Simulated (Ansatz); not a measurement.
# Si on Ta(110): change of the work function, part 4 of 4

Aim: the work function of Ta(110) at several coverages of Si (hollow site), and the dipole that each adsorbate carries.

Ansatz 0.2.0; plane-wave DFT, PBE, Ansatz PAW.

So far, work function, upper face (eV): step 2 (the clean slab) 4.77; step 3 (37 atoms, coverage 0.111 ML, cell 3x3) 4.73; step 4 (17 atoms, coverage 0.25 ML, cell 2x2) 4.89; step 5 (18 atoms, coverage 0.5 ML, cell 2x2) 5.03.

## Step 6: Adsorbate added, k-mesh 12×12×1, coverage 1 ML

System of this step: Si/Ta(110). The cell holds 5 atoms: 4 Ta and 1 Si. Its edges and angles: a = 2.867 Å, b = 2.867 Å, c = 27.350 Å, α = 90.0°, β = 90.0°, γ = 70.5°. Vacuum lies along c.

Another coverage, to see how the dipoles act on each other as their distance changes.

input.yaml reads:

```yaml
crystal:
  lattice:
    - [2.3405234457, -1.655, 0.0]
    - [2.3405234457, 1.655, 0.0]
    - [0.0, 0.0, 27.3502176349]
  atoms:
    - { symbol: Ta, position: [0.0, 0.0, 0.3290650232] }
    - { symbol: Ta, position: [0.5, 0.5, 0.4146410679] }
    - { symbol: Ta, position: [0.0, 0.0, 0.5003047979] }
    - { symbol: Ta, position: [0.5, 0.5, 0.5825473598] }
    - { symbol: Si, position: [0.84, 0.84, 0.6709349768] }
kpoints:
  mp_grid: { grid: [12, 12, 1] }
hamiltonian:
  xc: pbe
scf:
  occupations: { method: fermi_dirac, width: 0.1 }
  convergence: { dr2_threshold: 1.0e-08 }
efield:
  axis: 3
  dipole_correction: true
  ramp_position: 0.97
  ramp_width: 0.06
relax:
  f_tol: 0.02
  max_steps: 60
  constraints: [{ sites: [0, 1] }]
output:
  write_potential: true
  write_density: true
  volumetric_format: npy
```

Launch:

```
> ansatz run input.yaml --threads 4 --pin off --max-ram 16384MiB --backend cpu --events-out ev --progress --plain --runs-dir out
```

Standard output:

```text
[...]
Crystal: 5 atoms, lattice volume = 211.886 Å³
Basis set: ecut = 420 eV, 4153 PW (Γ), exchange–correlation on 40×40×384 points (8 copies of the dense FFT grid, shifted against one another)
Bands: 34, of which v1, the nominal top of the filled ones, is band 28 counted from 1 (27 counted from 0)
Symmetry: 2 space group operations
[...]
F+E_penalty+E_count = -40363.19870742 eV   max|allowed force component| = 1.225e-3 eV/Å
  atoms:
    - { symbol: Ta, position: [0.0, 0.0, 0.3290650232] }
    - { symbol: Ta, position: [0.5, 0.5, 0.414641] }
    - { symbol: Ta, position: [-0.000790252, -0.000790252, 0.500228] }
    - { symbol: Ta, position: [0.496445, 0.496445, 0.585417] }
    - { symbol: Si, position: [0.940158, 0.940158, 0.662405] }
[key lines of the parts left out:]
SCF converged after 5 iterations
Free energy (F): -40363.198707 eV
Fermi energy:    4.160415 eV
Dipole field:    D = -0.018799 V/Å  (p = -0.022013 e·Å, saw-weighted, corrected)
Work function:   Φ+ = 5.3027 eV   Φ− = 4.7885 eV
```

Run time: 48 s. Hardware: 4 threads of Arm Neoverse V1, shared host; peak memory 0.62 GiB.

Relaxation path:

| step | energy less that of the first step (eV) | largest force component (eV/Å) |
| --- | --- | --- |
| 1 | 0.0000 | 1.4023 |
| 2 | -0.1463 | 0.7943 |
| 3 | -0.1961 | 0.0768 |
| 4 | -0.2028 | 0.0616 |
| 5 | -0.2047 | 0.0131 |
| 6 | -0.2050 | 0.0040 |
| 7 | -0.2050 | 0.0012 |

Forces are held to the 2 operations that the program found; a distortion that breaks them can't arise in this run.

The atoms that moved most (Å):

```
atom      dx     dy      dz  length
 Si5   0.469  0.000  -0.233   0.524
 Ta4  -0.017  0.000   0.078   0.080
```

The relaxed structure:

```cif
data_structure
_symmetry_space_group_name_H-M 'P 1'
_symmetry_Int_Tables_number 1
_cell_length_a 2.8665
_cell_length_b 2.8665
_cell_length_c 27.3502
_cell_angle_alpha 90.000
_cell_angle_beta 90.000
_cell_angle_gamma 70.529
_cell_volume 211.89
loop_
_atom_site_label
_atom_site_type_symbol
_atom_site_fract_x
_atom_site_fract_y
_atom_site_fract_z
_atom_site_occupancy
Ta1 Ta 0.00000 0.00000 0.32907 1
Ta2 Ta 0.50000 0.50000 0.41464 1
Ta3 Ta 0.99921 0.99921 0.50023 1
Ta4 Ta 0.49645 0.49645 0.58542 1
Si5 Si 0.94016 0.94016 0.66241 1
```

Running mean over 2.341 Å of the planar mean; the ramp of the sawtooth is left out. Table of electron's electrostatic potential energy less the Fermi level by z:

z (Å), electron's electrostatic potential energy less the Fermi level (eV) and a bar from the least value:
```
        4        4.8 #############################
        5        4.8 #############################
        6        4.6 #############################
        7        3.0 #########################
        8       -5.2 ##########
        9      -10.1 
       10      -10.0 
       11      -10.0 
       12      -10.0 
       13      -10.0 
       14      -10.0 
       15      -10.0 
       16      -10.2 
       17      -10.2 
       18       -6.4 #######
       19       -2.5 ###############
       20        4.0 ############################
       21        5.2 ##############################
       22        5.3 ##############################
       23        5.3 ##############################
       24        5.3 ##############################
```

The relaxation took 7 steps and lowered the energy by 0.21 eV; the largest force on the free atoms ends at 0.0012 eV/Å.

The covered face has 5.30 eV, +0.54 eV against the clean one; the bare back face has moved by -0.03 eV, a measure of how thin the slab is.

## Step 7: Work function against coverage

This step: plane-wave DFT, PBE, Ansatz PAW; work function against coverage (Ansatz 0.2.0).

The runs are now put side by side.

Numbers from this step:

```yaml
work_function_of_the_clean_face: 4.767 eV
largest_change_of_the_work_function: 0.5359 eV
```

The work function of the covered face by coverage:

```csv
coverage (adsorbates/nm²),work function of the covered face (eV)
0.00,4.77
1.43,4.73
3.23,4.89
6.45,5.03
12.91,5.30
```

The dipole per adsorbate comes from the change of the cell's dipole. Coverage, by row:

```
coverage (1/nm²)  coverage (ML)  work function (eV)  change (eV)  dipole per adsorbate, positive end outwards (debye)  mean height of the added atoms over the highest substrate atom (Å)
           1.434         0.1111               4.725     -0.04147                                                0.028                                                               1.512
           3.227           0.25               4.891       0.1243                                               -0.131                                                               1.645
           6.454            0.5               5.033       0.2663                                               -0.124                                                               1.834
           12.91              1               5.303       0.5359                                               -0.116                                                               2.106
```

## Step 8: Summary of results

* work function of the clean face: 4.77 eV
* work function at 0.11 ML: 4.73 eV
* work function at 0.25 ML: 4.89 eV
* work function at 0.5 ML: 5.03 eV
* work function at 1 ML: 5.30 eV
* dipole per adsorbate at 0.11 ML, positive end outwards: 0.03 D

**Reading.** At the lowest coverage Si changes the work function of Ta(110) by under 0.15 eV, within the error of so thin a slab; the largest change, +0.54 eV, comes at higher coverage. The slab has 4 layers, at the tabulated experimental lattice constant, one starting site was run, and quantum-size effects of a slab this thin can reach one or two tenths of an eV.

[Long decimals in the printed logs are rounded to 6 places.]

[Logs are printed without paths, hosts, clocks, repeated set-up lines and the standing remarks that a program may print on its own settings, such as how far it seeks lower states.]

[Hosts, paths, dates, database ids (printed as entryN), source tags and the programs' standing remarks are cut or masked in the printed files.]

[Maps of the electrostatic potential energy from Ansatz leave out the sawtooth potential of an applied field or a dipole correction, so their vacuum need not be flat; planar profiles and work functions include it.]
